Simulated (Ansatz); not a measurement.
# Time against size: graphene/h-BP/graphene sandwich (62 atoms) repeated, support functions

The cell holds 62 atoms: 48 C, 7 B and 7 P. Its edges and angles: a = 8.507 Å, b = 8.507 Å, c = 20.910 Å, α = 90.0°, β = 90.0°, γ = 120.0°. It derives from C and BP. 12 cells of graphene (a = 2.46 Å, strained -0.17 %) and 7 cells of h-BP (a = 3.21 Å, +0.17 %) on one hexagonal cell, twist 10.89 deg; facing planes 3.49, 3.42 Å apart; 14 Å of vacuum; displaced by a Gaussian of 0.01 Å. Regions: layer 1, 24 atoms (24 C); layer 2, 14 atoms (7 B and 7 P); layer 3, 24 atoms (24 C). Vacuum lies along c.

Calculated with Ansatz 0.2.0: Kohn-Sham DFT, PBE+D4, PAW (set soft_2), localised support functions (medium); the typed cell is repeated and solved at Γ on 1 × NVIDIA H100 80GB HBM3 with 5 threads of AMD EPYC 7R13 (Zen 3), shared host.

| atoms | wall time divided by the number of SCF cycles (s) | repeats | SCF cycles |
| --- | --- | --- | --- |
| 62 | 0.2919 | 1×1×1 | 16 |
| 248 | 0.5964 | 2×2×1 | 14 |
| 558 | ? | ? | ? |
| 992 | 1.463 | 4×4×1 | 18 |
| 2232 | 4.127 | 6×6×1 | 20 |
| 3968 | 9.346 | 8×8×1 | 22 |

**Question.** Fit a power law of the atom count to the rows given and interpolate to the withheld row.

Worked fit:

A power law y = A x^b is a line in u = ln x and v = ln y.

```
u = ln x   v = ln y
 4.12713   -1.23143
 5.51343  -0.516796
 6.89972   0.380337
 7.71065    1.41743
 8.28602    2.23499
```

With n = 5: mean u = 6.50739, mean v = 0.456906, Σ(u − ū)² = 11.419, Σ(u − ū)(v − v̄) = 9.2748. Slope b = 9.2748 / 11.419 = 0.81223; intercept a = v̄ − b ū = -4.8286.

At the withheld row u = 6.324, v = a + b u = 0.3082, and y = exp(v).

Prediction at 558: 1.361 s. The run gave 1.017 s, so the fit is high by 0.34 s (34 % of the value).

The fitted exponent is 0.81. Between neighbouring rows, the withheld one included, the exponents are 0.52, 0.66, 0.63, 1.3 and 1.4, so one power law doesn't hold over the range. Among the rows given, the largest relative miss of the fit is at 992, by 0.71 s (48 %).

Limits: One run a row; fixed overheads weigh on the small cells.

[Logs are printed without paths, hosts, clocks, repeated set-up lines and the standing remarks that a program may print on its own settings, such as how far it seeks lower states.]

[Hosts, paths, dates, database ids (printed as entryN), source tags and the programs' standing remarks are cut or masked in the printed files.]
